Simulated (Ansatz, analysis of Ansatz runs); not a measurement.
## A hop of H in MgH2 (Pbcn), charge +1

Wanted: path and barrier of a jump of H in MgH2 (Pbcn) at charge +1. The case: V_H hop (2.5 Å), in a cell of 96 host atoms with 1 H taken out.

Calculated with Ansatz 0.2.0; plane-wave PAW DFT, PBEsol; nudged elastic band between two relaxed defect structures at fixed charge in a uniform background.

## Step 1: The starting structure

The cell holds 95 atoms: 32 Mg and 63 H. Cell: a = 8.952 Å, b = 10.787 Å, c = 9.789 Å, α = 90.0°, β = 90.0°, γ = 90.0°. It derives from MgH2 (space group Pbcn). Nearest the centre at fractional (0.751, 0.499, 0.500): H80 at 1.24 Å, Mg49 at 1.53 Å, Mg86 at 1.53 Å, H65 at 2.37 Å, H83 at 2.38 Å, H55 at 2.47 Å, H93 at 2.48 Å, H53 at 3.07 Å. The cell carries charge +1.

The cell's shortest repeat is 9.0 Å.

## Step 2: Relaxation of the start point, charge +1

The ends come first: from an unrelaxed start the top is counted from too high an energy, and the barrier comes out too low. Small random displacements break the symmetry of the ideal sites, so that the defect can distort if it gains by it. The charge of +1 is set by the electron count, and a uniform background keeps the cell neutral.

qp1_c96k1s.start/input.yaml reads:

```yaml
crystal:
  lattice:
    - [8.95206302, 0.0, 0.0]
    - [0.0, 10.78733776, 0.0]
    - [0.0, 0.0, 9.78929049]
  atoms:
    - { symbol: Mg, position: [0.25, 0.41523406, 0.375] }
    - { symbol: Mg, position: [0.0, 0.33476594, 0.125] }
[... 1 atom line left out ...]
    - { symbol: Mg, position: [0.0, 0.16523406, 0.375] }
    - { symbol: H, position: [0.36499793, 0.4469636, 0.21055013] }
    - { symbol: H, position: [0.11499793, 0.3030364, 0.28944987] }
    - { symbol: H, position: [0.38500207, 0.3030364, 0.46055013] }
[... 6 atom lines left out ...]
    - { symbol: Mg, position: [0.0, 0.33476594, 0.625] }
[... 2 atom lines left out ...]
    - { symbol: H, position: [0.36499793, 0.4469636, 0.71055013] }
[... 2 atom lines left out ...]
    - { symbol: H, position: [0.13500207, 0.4469636, 0.53944987] }
[... 1 atom line left out ...]
    - { symbol: H, position: [0.11499793, 0.1969636, 0.53944987] }
[... 5 atom lines left out ...]
    - { symbol: Mg, position: [0.0, 0.66523406, 0.375] }
[... 2 atom lines left out ...]
    - { symbol: H, position: [0.38500207, 0.8030364, 0.46055013] }
[... 1 atom line left out ...]
    - { symbol: H, position: [0.36499793, 0.5530364, 0.46055013] }
[... 2 atom lines left out ...]
    - { symbol: H, position: [0.13500207, 0.5530364, 0.28944987] }
[... 1 atom line left out ...]
    - { symbol: Mg, position: [0.0, 0.83476594, 0.625] }
[... 1 atom line left out ...]
    - { symbol: Mg, position: [0.0, 0.66523406, 0.875] }
[... 5 atom lines left out ...]
    - { symbol: H, position: [0.11499793, 0.6969636, 0.53944987] }
    - { symbol: H, position: [0.38500207, 0.6969636, 0.71055013] }
    - { symbol: H, position: [0.13500207, 0.5530364, 0.78944987] }
    - { symbol: Mg, position: [0.75, 0.41523406, 0.375] }
[... 2 atom lines left out ...]
    - { symbol: Mg, position: [0.5, 0.16523406, 0.375] }
    - { symbol: H, position: [0.86499793, 0.4469636, 0.21055013] }
    - { symbol: H, position: [0.61499793, 0.3030364, 0.28944987] }
    - { symbol: H, position: [0.88500207, 0.3030364, 0.46055013] }
[... 3 atom lines left out ...]
    - { symbol: H, position: [0.88500207, 0.1969636, 0.21055013] }
[... 1 atom line left out ...]
    - { symbol: Mg, position: [0.75, 0.41523406, 0.875] }
    - { symbol: Mg, position: [0.5, 0.33476594, 0.625] }
    - { symbol: Mg, position: [0.75, 0.08476594, 0.625] }
[... 1 atom line left out ...]
    - { symbol: H, position: [0.86499793, 0.4469636, 0.71055013] }
    - { symbol: H, position: [0.61499793, 0.3030364, 0.78944987] }
[... 2 atom lines left out ...]
    - { symbol: H, position: [0.61499793, 0.1969636, 0.53944987] }
    - { symbol: H, position: [0.88500207, 0.1969636, 0.71055013] }
[... 1 atom line left out ...]
    - { symbol: Mg, position: [0.75, 0.91523406, 0.375] }
[... 1 atom line left out ...]
    - { symbol: Mg, position: [0.75, 0.58476594, 0.125] }
    - { symbol: Mg, position: [0.5, 0.66523406, 0.375] }
[... 1 atom line left out ...]
    - { symbol: H, position: [0.61499793, 0.8030364, 0.28944987] }
    - { symbol: H, position: [0.88500207, 0.8030364, 0.46055013] }
[... 1 atom line left out ...]
    - { symbol: H, position: [0.86499793, 0.5530364, 0.46055013] }
[... 1 atom line left out ...]
    - { symbol: H, position: [0.88500207, 0.6969636, 0.21055013] }
    - { symbol: H, position: [0.63500207, 0.5530364, 0.28944987] }
[... 1 atom line left out ...]
    - { symbol: Mg, position: [0.5, 0.83476594, 0.625] }
    - { symbol: Mg, position: [0.75, 0.58476594, 0.625] }
[... 2 atom lines left out ...]
    - { symbol: H, position: [0.61499793, 0.8030364, 0.78944987] }
[... 3 atom lines left out ...]
    - { symbol: H, position: [0.61499793, 0.6969636, 0.53944987] }
    - { symbol: H, position: [0.88500207, 0.6969636, 0.71055013] }
    - { symbol: H, position: [0.63500207, 0.5530364, 0.78944987] }
total_charge: 1
basis:
  ecutwfc: 420
  xc_grid: 2
hamiltonian:
  xc: pbesol
kpoints:
  mp_grid: { grid: [1, 1, 1], shift: [0.25, 0.25, 0.25] }
scf:
  occupations: { method: fixed }
  max_iter: 100
output:
  forces: true
relax:
  f_tol: 0.02
  max_steps: 70
  random_displacement: { amplitude: 0.03, seed: 9682 }
```

Run with:

```bash
> ansatz run input.yaml --threads 4 --pin off --max-ram 14131MiB --backend cpu --events-out ev --progress --plain --runs-dir out
```

Numbers of over 12 decimals in the logs are rounded to 6 here.

The log of the run:

```text
[... repeated set-up lines and file paths are left out, and long positions are rounded to six places ...]
The last accepted step is kept in <dir> (removed where the run ends without a failure and the disk answers)
Engine: ansatz 0.2.0, aarch64-unknown-linux-gnu
Pseudopotentials: kind: paw
Pseudopotential: Mg, paw, valence charge 10, recommended cutoff 420 eV (normal), Mg.paw.azcp
Pseudopotential: H, paw, valence charge 1, recommended cutoff 420 eV (normal), H.paw.azcp
Functional definition: PBEsol
  exchange = pbesol_x
  correlation = pbesol_c
Crystal: 95 atoms, lattice volume = 945.341 Å³
Basis set: ecut = 420 eV, 18469 PW (Γ), exchange–correlation on 120×150×144 points (8 copies of the dense FFT grid, shifted against one another)
Bands: 286, of which v1, the nominal top of the filled ones, is band 191 counted from 1 (190 counted from 0)
Symmetry: 1 space group operations
k-points: 1
Non-local potential: Mg, projectors of the file, l = 0: 3, l = 1: 2, l = 2: 1
Non-local potential: H, projectors of the file, l = 0: 2, l = 1: 1
PAW form: soft (Blöchl's): semilocal exchange-correlation on the pseudo side does not see the compensation charge
PAW frozen core: Mg, regenerated for the run's functional, and the local potential with it (the file was generated under x = pbe(κ = 0.804, μ = 0.219515), c = pbe(β = 0.066725))
PAW one-centre angular grid: Mg, 110 points (default); XC on 64 Gauss nodes
PAW one-centre angular grid: H, 110 points (default); XC on 64 Gauss nodes
Initial density: superposition of atomic densities (neutral atoms scaled as one to the charged cell's electrons: chi_scale 0, normalization atom), corrected by the library's trained network
Initial wavefunctions: pseudopotential atomic-orbital guess
Functional: x = pbesol(κ = 0.804, μ = 0.123457), c = pbesol(β = 0.046)
SCF iter   1: F=—  HF=-62192.043134 eV  |F-HF|=—  |Δ(HF+E_count)|=         —  Δρ=9.16e-3  dr2=1.10e0  ethr=1.77e-3  ⟨swp⟩=4.0  Hψ=796  notcnv=0  defer=93
preconditioner: auto → Resta (q_TF=auto, 2.346 Å⁻¹)  ε∞=2.6  [insulator: Δε(μ)=2.195 eV  Ē_g=10.685 eV  n_scr=208 (ndim 8)  ℏωp=13.6 eV  f_vac=0.000  ε∞_Penn≈2.6]
SCF iter   2: F=—  HF=-62191.732565 eV  |F-HF|=—  |Δ(HF+E_count)|=   3.11e-1  Δρ=4.45e-3  dr2=2.50e-1  ethr=2.88e-4  ⟨swp⟩=3.0  Hψ=297  notcnv=0  defer=93
SCF iter   3: F=—  HF=-62191.649668 eV  |F-HF|=—  |Δ(HF+E_count)|=   8.29e-2  Δρ=6.38e-4  dr2=5.44e-3  ethr=6.55e-5  ⟨swp⟩=4.0  Hψ=362  notcnv=0  defer=54
automatic band count: iteration 3 solves 247 bands in place of 286: the levels show a gap, and the empty bands left out lie too high to hold charge; the band table lists the bands solved (type scf.n_extra_bands for more)
SCF iter   4: F=—  HF=-62191.649749 eV  |F-HF|=—  |Δ(HF+E_count)|=   8.15e-5  Δρ=1.38e-4  dr2=2.75e-4  ethr=1.42e-6  ⟨swp⟩=2.0  Hψ=312  notcnv=0  defer=54
iter 5 did not close the SCF: its close was put off for the readings that it lacked (scf_convergence_deferred on its scf_iter line)
SCF iter   5: F=-62191.649801 eV  HF=-62191.649802 eV  |F-HF|=1.23e-6  |Δ(HF+E_count)|=   5.26e-5  Δρ=2.86e-5  dr2=7.55e-6  ethr=7.20e-8  ⟨swp⟩=2.0  Hψ=390  notcnv=0  defer=54
SCF iter   6: F=-62191.649802 eV  HF=-62191.649802 eV  |F-HF|=5.35e-8  |Δ(HF+E_count)|=   5.32e-7  Δρ=7.55e-6  dr2=5.75e-7  ethr=1.98e-9  ⟨swp⟩=2.0  Hψ=653  notcnv=0
SCF 1 converged in 6 iterations: F = -62191.649802 eV  dr2 = 5.75e-7
  greatest PAW one-centre occupation: 1.000 electrons in one spin orbital (limit 2), on the Mg atom at site 49 (counted from 0), in its partial waves of l = 0
relax step   1: F+E_penalty+E_count = -62191.64980221 eV  Δ(F+E_penalty+E_count) = +0.000e0 eV  max|allowed force component| = 1.341e0 eV/Å  Δτ_max = 0.0000 Å  (6 SCF iters, dr2 threshold 1.00e-5 eV, accepted)
[... the SCF cycles and remarks between the steps are left out from here to the last step ...]
relax step   2: F+E_penalty+E_count = -62192.44932634 eV  Δ(F+E_penalty+E_count) = -7.995e-1 eV  max|allowed force component| = 1.924e-1 eV/Å  Δτ_max = 0.1925 Å  (5 SCF iters, dr2 threshold 1.00e-4 eV, accepted)
relax step   3: F+E_penalty+E_count = -62192.59420886 eV  Δ(F+E_penalty+E_count) = -1.449e-1 eV  max|allowed force component| = 9.410e-2 eV/Å  Δτ_max = 0.2000 Å  (7 SCF iters, dr2 threshold 2.31e-6 eV, accepted)
relax step   4: F+E_penalty+E_count = -62192.62496282 eV  Δ(F+E_penalty+E_count) = -3.075e-2 eV  max|allowed force component| = 1.069e-2 eV/Å  Δτ_max = 0.0571 Å  (5 SCF iters, dr2 threshold 5.53e-7 eV, accepted)
iter 1 solved again at ethr=1.30e-10 eV; its pass at ethr=3.10e-3 eV (dr2=4.95e-7 eV) is discarded
SCF iter   1: F=—  HF=-62192.624841 eV  |F-HF|=—  |Δ(HF+E_count)|=         —  Δρ=5.68e-6  dr2=4.95e-7  ethr=1.30e-10  ⟨swp⟩=1.0  Hψ=518  notcnv=0  defer=49
automatic band count: iteration 1 solves 247 bands in place of 286: the levels show a gap, and the empty bands left out lie too high to hold charge; the band table lists the bands solved (type scf.n_extra_bands for more)
SCF iter   2: F=—  HF=-62192.624963 eV  |F-HF|=—  |Δ(HF+E_count)|=   1.21e-4  Δρ=3.51e-6  dr2=2.52e-7  ethr=1.30e-10  ⟨swp⟩=2.0  Hψ=389  notcnv=0  defer=49
SCF iter   3: F=-62192.624963 eV  HF=-62192.624963 eV  |F-HF|=2.49e-8  |Δ(HF+E_count)|=   2.66e-7  Δρ=1.08e-6  dr2=2.61e-8  ethr=2.62e-11  ⟨swp⟩=2.0  Hψ=784  notcnv=0
SCF 5 converged in 3 iterations: F = -62192.624963 eV  dr2 = 2.61e-8
relax step   5: F+E_penalty+E_count = -62192.62496294 eV  Δ(F+E_penalty+E_count) = -1.147e-7 eV  max|allowed force component| = 1.092e-2 eV/Å  Δτ_max = 0.0000 Å  (3 SCF iters, accepted)
SCF converged after 3 iterations
Free energy (F): -62192.624963 eV
Harris-Foulkes:  -62192.624963 eV  (|F-HF|=2.49e-8)
Internal energy: -62192.624963 eV  (E = F + TS)
E sigma→0 (E₀):  -62192.624963 eV
Fermi energy:    2.090260 eV
--- Per-component energies (eV) ---
  E_band       = -11868.951497
  E_kinetic    = 3288.817367
  E_local      = -54653.518304  (includes V_loc(G=0)·N_el)
  E_nonlocal   = 3152.603732
  E_hartree    = 19574.581795
  E_xc         = -1479.133444
  E_vxc        = -1922.402154  (∫ρ·V_xc dr)
  E_paw        = -9022.961385  (= ΣΔE_a)
  E_vpaw       = -883.536612  (= ΣTr[D̂ρ^β])
  E_aug_tail   = -0.077666  (compensation charges beyond the density's cutoff)
  E_ewald      = -23054.820652
  E_core_change = 1.883593  (= ΣΔE_core)
  E_smearing   = -0.000000  (= −TS)
  E_closure    = -0.000000  (closes the sum)
  E_deformation_potential = 10.315322  (in the stress; not in F)
  Σ components = -62192.624963   (vs F -62192.624963, Δ=0.00e0)
--- Forces (eV/Å), atoms counted from 1 ---
  atom   1  Mg     0.00324377     0.00368683    -0.00152979
  atom   2  Mg    -0.00395960    -0.00023629     0.00119719
  [... 11 atoms left out ...]
  atom  14  Mg    -0.00284586    -0.00091074     0.00121534
  [... 34 atoms left out ...]
  atom  49  Mg    -0.00812185    -0.00365110     0.00054628
  [... 3 atoms left out ...]
  atom  53  H      0.00137136     0.00242010     0.00079638
  [... 1 atom left out ...]
  atom  55  H      0.00115402     0.00168337     0.00218083
  [... 9 atoms left out ...]
  atom  65  H      0.00241766     0.00232338     0.00174764
  [... 14 atoms left out ...]
  atom  80  H     -0.00144715    -0.00371736     0.00177087
  [... 2 atoms left out ...]
  atom  83  H      0.00403931    -0.00278283     0.00139568
  [... 2 atoms left out ...]
  atom  86  Mg    -0.00410454     0.00251648    -0.00178898
  [... 6 atoms left out ...]
  atom  93  H     -0.00060567    -0.00094735     0.00339997
  [... 1 atom left out ...]
  atom  95  H      0.00346473    -0.00071107    -0.00208103
  max |Σ_I F_I| component: 5.84e-5 eV/Å
--- Relaxed structure (5 steps of the walk, 5 accepted, 0 SCFs on fresh bases) ---
  F+E_penalty+E_count = -62192.62496294 eV   max|allowed force component| = 1.092e-2 eV/Å
  atoms:
    - { symbol: Mg, position: [0.249415, 0.415728, 0.374112] }
    - { symbol: Mg, position: [0.005853, 0.332213, 0.119033] }
    [... 11 atoms left out ...]
    - { symbol: Mg, position: [8.470877332522615e-5, 0.334842, 0.624960] }
    [... 34 atoms left out ...]
    - { symbol: Mg, position: [0.771449, 0.410090, 0.350810] }
    [... 3 atoms left out ...]
    - { symbol: H, position: [0.876260, 0.452871, 0.195817] }
    [... 1 atom left out ...]
    - { symbol: H, position: [0.882603, 0.302054, 0.460574] }
    [... 9 atoms left out ...]
    - { symbol: H, position: [0.852546, 0.445127, 0.698295] }
    [... 14 atoms left out ...]
    - { symbol: H, position: [0.853157, 0.548675, 0.461245] }
    [... 2 atoms left out ...]
    - { symbol: H, position: [0.639905, 0.549132, 0.287560] }
    [... 2 atoms left out ...]
    - { symbol: Mg, position: [0.762720, 0.604271, 0.632906] }
    [... 6 atoms left out ...]
    - { symbol: H, position: [0.610868, 0.689326, 0.540391] }
    [... 1 atom left out ...]
    - { symbol: H, position: [0.630629, 0.551233, 0.778601] }
```

The job ended after 30 s (4 threads of Arm Neoverse V2, shared host; peak memory 1.4 GiB; 1.9 min of CPU time).

The steps of the relaxation:

```tsv
step	energy less that of the first step (eV)	largest force component (eV/Å)
1	0.0000	1.3410
2	-0.7995	0.1924
3	-0.9444	0.0941
4	-0.9752	0.0107
5	-0.9752	0.0109
```

The atoms that moved most (Å, from the sites as typed, ahead of the random displacement, the mean shift of all atoms taken out):

```tsv
atom	dx	dy	dz	length
Mg62	-0.234	-0.204	0.119	0.332
Mg49	0.189	-0.055	-0.236	0.308
Mg86	0.111	0.211	0.078	0.251
H53	0.098	0.064	-0.144	0.185
H23	-0.074	-0.131	0.104	0.183
H65	-0.114	-0.020	-0.119	0.166
H94	0.082	0.079	0.079	0.139
H80	-0.109	-0.047	0.008	0.119
```

Neighbours of H80 at the end:

```tsv
atom	distance (Å)
Mg86	1.959
Mg49	1.985
Mg28	2.002
H83	2.556
H65	2.575
H55	2.673
H78	2.695
H93	2.758
H53	2.804
```

Numbers from this step:

```yaml
free_energy: -62192.6250 eV
r_m_s_move_of_the_farther_half_of_the_atoms: 0.04222 Å
largest_move_from_the_ideal_geometry_of_this_structure_a_common_shift_of_the_far_atoms_taken_out: 0.3284 Å
```

The relaxation gained 0.975 eV and ended with a largest force component of 0.011 eV/Å.

## Step 3: Relaxation of the end point, charge +1

The end point is relaxed in the same cell and settings, so that the two energies compare. Atoms more than 3.2 Å from the middle of the hop start where the first relaxation left them, the nearer ones on or close to their ideal places, with small random displacements.

qp1_c96k1s.end/input.yaml reads:

```yaml
crystal:
  lattice:
    - [8.95206302, 0.0, 0.0]
    - [0.0, 10.78733776, 0.0]
    - [0.0, 0.0, 9.78929049]
  atoms:
    - { symbol: Mg, position: [0.24896521, 0.41589048, 0.37332995] }
    - { symbol: Mg, position: [0.0054033, 0.33237549, 0.11825095] }
[... 11 atom lines left out ...]
    - { symbol: Mg, position: [0.0, 0.33476594, 0.625] }
[... 13 atom lines left out ...]
    - { symbol: Mg, position: [0.0, 0.66523406, 0.375] }
[... 20 atom lines left out ...]
    - { symbol: Mg, position: [0.75, 0.41523406, 0.375] }
[... 3 atom lines left out ...]
    - { symbol: H, position: [0.86499793, 0.4469636, 0.21055013] }
[... 1 atom line left out ...]
    - { symbol: H, position: [0.88500207, 0.3030364, 0.46055013] }
[... 6 atom lines left out ...]
    - { symbol: Mg, position: [0.5, 0.33476594, 0.625] }
[... 2 atom lines left out ...]
    - { symbol: H, position: [0.86499793, 0.4469636, 0.71055013] }
[... 14 atom lines left out ...]
    - { symbol: H, position: [0.636154, 0.445534, 0.540094] }
[... 2 atom lines left out ...]
    - { symbol: H, position: [0.63500207, 0.5530364, 0.28944987] }
[... 2 atom lines left out ...]
    - { symbol: Mg, position: [0.75, 0.58476594, 0.625] }
[... 6 atom lines left out ...]
    - { symbol: H, position: [0.61499793, 0.6969636, 0.53944987] }
[... 1 atom line left out ...]
    - { symbol: H, position: [0.63500207, 0.5530364, 0.78944987] }
total_charge: 1
basis:
  ecutwfc: 420
  xc_grid: 2
hamiltonian:
  xc: pbesol
kpoints:
  mp_grid: { grid: [1, 1, 1], shift: [0.25, 0.25, 0.25] }
scf:
  occupations: { method: fixed }
  max_iter: 100
output:
  forces: true
relax:
  f_tol: 0.02
  max_steps: 70
  random_displacement: { amplitude: 0.01, seed: 9682 }
```

The log of the run:

```text
[...]
Crystal: 95 atoms, lattice volume = 945.341 Å³
Basis set: ecut = 420 eV, 18469 PW (Γ), exchange–correlation on 120×150×144 points (8 copies of the dense FFT grid, shifted against one another)
Bands: 286, of which v1, the nominal top of the filled ones, is band 191 counted from 1 (190 counted from 0)
Symmetry: 1 space group operations
k-points: 1
[...]
SCF iter   1: F=—  HF=-62192.111891 eV  |F-HF|=—  |Δ(HF+E_count)|=         —  Δρ=9.10e-3  dr2=1.02e0  ethr=1.77e-3  ⟨swp⟩=4.0  Hψ=796  notcnv=0  defer=93
[...]
SCF iter   6: F=-62191.743270 eV  HF=-62191.743270 eV  |F-HF|=6.74e-8  |Δ(HF+E_count)|=   7.27e-7  Δρ=7.22e-6  dr2=5.25e-7  ethr=1.84e-9  ⟨swp⟩=2.0  Hψ=644  notcnv=0
SCF 1 converged in 6 iterations: F = -62191.743270 eV  dr2 = 5.25e-7
[...]
--- Relaxed structure (5 steps of the walk, 5 accepted, 0 SCFs on fresh bases) ---
  F+E_penalty+E_count = -62192.62500196 eV   max|allowed force component| = 7.234e-3 eV/Å
  atoms:
    - { symbol: Mg, position: [0.249779, 0.414329, 0.375533] }
    - { symbol: Mg, position: [0.000487, 0.335620, 0.126209] }
[...]
- { symbol: Mg, position: [-0.001061, 0.335799, 0.628564] }
[...]
- { symbol: Mg, position: [0.737629, 0.395908, 0.366711] }
[...]
- { symbol: H, position: [0.869592, 0.448885, 0.220969] }
    [... 1 atom left out ...]
    - { symbol: H, position: [0.889618, 0.311002, 0.459055] }
[...]
- { symbol: H, position: [0.860346, 0.451140, 0.711993] }
    [... 14 atoms left out ...]
    - { symbol: H, position: [0.647012, 0.451651, 0.538215] }
    [... 2 atoms left out ...]
    - { symbol: H, position: [0.647847, 0.555053, 0.301407] }
    [... 2 atoms left out ...]
    - { symbol: Mg, position: [0.728733, 0.590177, 0.648786] }
    [... 6 atoms left out ...]
    - { symbol: H, position: [0.617745, 0.698156, 0.538943] }
    [... 1 atom left out ...]
    - { symbol: H, position: [0.623796, 0.547040, 0.803608] }
[key lines of the parts left out:]
SCF converged after 3 iterations
Free energy (F): -62192.625002 eV
Fermi energy:    2.089375 eV
```

Wall time 28 s (4 threads); peak memory 1.4 GiB; 1.8 min of CPU time.

Relaxation path:

```tsv
step	energy less that of the first step (eV)	largest force component (eV/Å)
1	0.0000	1.1548
2	-0.6903	0.1919
3	-0.8553	0.0802
4	-0.8817	0.0072
5	-0.8817	0.0072
```

The atoms that moved most (Å, from the sites as typed, ahead of the random displacement):

```tsv
atom	dx	dy	dz	length
Mg28	0.233	0.207	-0.123	0.335
Mg86	-0.191	0.058	0.233	0.307
Mg49	-0.112	-0.208	-0.081	0.250
H30	0.097	0.118	-0.132	0.202
H23	0.097	0.119	-0.131	0.201
H95	-0.101	-0.065	0.139	0.184
H83	0.114	0.022	0.117	0.165
H54	-0.082	-0.076	-0.081	0.138
```

Neighbours of H80 at the end:

```tsv
atom	distance (Å)
Mg49	1.959
Mg86	1.985
Mg62	2.002
H65	2.558
H83	2.573
H93	2.672
H69	2.698
H55	2.760
H95	2.802
```

Read from the output:

* free energy: -62192.6250 eV
* r.m.s. move of the farther half of the atoms: 0.04482 Å
* largest move from the ideal geometry of this structure, a common shift of the far atoms taken out: 0.3294 Å

The relaxation gained 0.882 eV and ended with a largest force component of 0.0072 eV/Å. The end lies within 1 meV of the start.

[end of part 1 of 2]

[Logs are printed without paths, hosts, clocks, repeated set-up lines and the standing remarks that a program may print on its own settings, such as how far it seeks lower states.]

[Hosts, paths, dates, database ids (printed as entryN), source tags and the programs' standing remarks are cut or masked in the printed files.]
